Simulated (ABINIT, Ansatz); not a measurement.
Planning a run of ABINIT 10.8.3 on RbIO3 (R3m). The input:

```
acell 3*1.0 Angstrom
rprim 
  3.187728926621 1.840436153888 2.622110720600
  -3.187728926621 1.840436153888 2.622110720600
  -0.000000000000 -3.680872307776 2.622110720600
ntypat 3
znucl 37 53 8
natom 5
typat 1 2 3 3 3
xred 
  0.515642950000 0.515642950000 0.515642950000
  0.001050200000 0.001050200000 0.001050200000
  0.036532590000 0.601941670000 0.036532590000
  0.036532590000 0.036532590000 0.601941670000
  0.601941670000 0.036532590000 0.036532590000
pp_dirpath "pseudos"
pseudos "Rb.upf, I.upf, O.upf"
ecut 36
ngkpt 2 2 2
nshiftk 1
shiftk 0 0 0
kptopt 1
chksymbreak 0
istwfk *1
occopt 1
irdwfk 1
optdriver 3
nband 78
ecuteps 4.2
inclvkb 2
awtr 1
symchi 1
indata_prefix "in"
outdata_prefix "out"
tmpdata_prefix "tmp"
```

```sh
OMP_NUM_THREADS=1 mpirun -n 4 abinit run.abi > log
```

Q: How long will it take on 4 MPI ranks of AMD EPYC 7571, shared host, and how much memory?

It took 35 s; on shared hardware allow 18 s to 70 s. Peak host memory was 0.78 GiB.

[Paths, hosts, dates, memory and timing lines, banners, echoed tables and standing remarks are left out of the program output.]

[Logs are printed without paths, hosts, clocks, repeated set-up lines and the standing remarks that a program may print on its own settings, such as how far it seeks lower states.]

[Runs of the session that timed out or met a known fault of the program may be left out.]

[Hosts, paths, dates, database ids (printed as entryN), source tags and the programs' standing remarks are cut or masked in the printed files.]

[G0W0 gaps are taken among the corrected bands and points alone; a level outside them can change the order at an edge.]

[Where Ansatz stands beside ABINIT at settings called matched, ABINIT's density can come from a denser mesh and the files from another edition; pairs whose starting gaps differed by over 0.03 eV were left out, so agreement reads better than it is.]
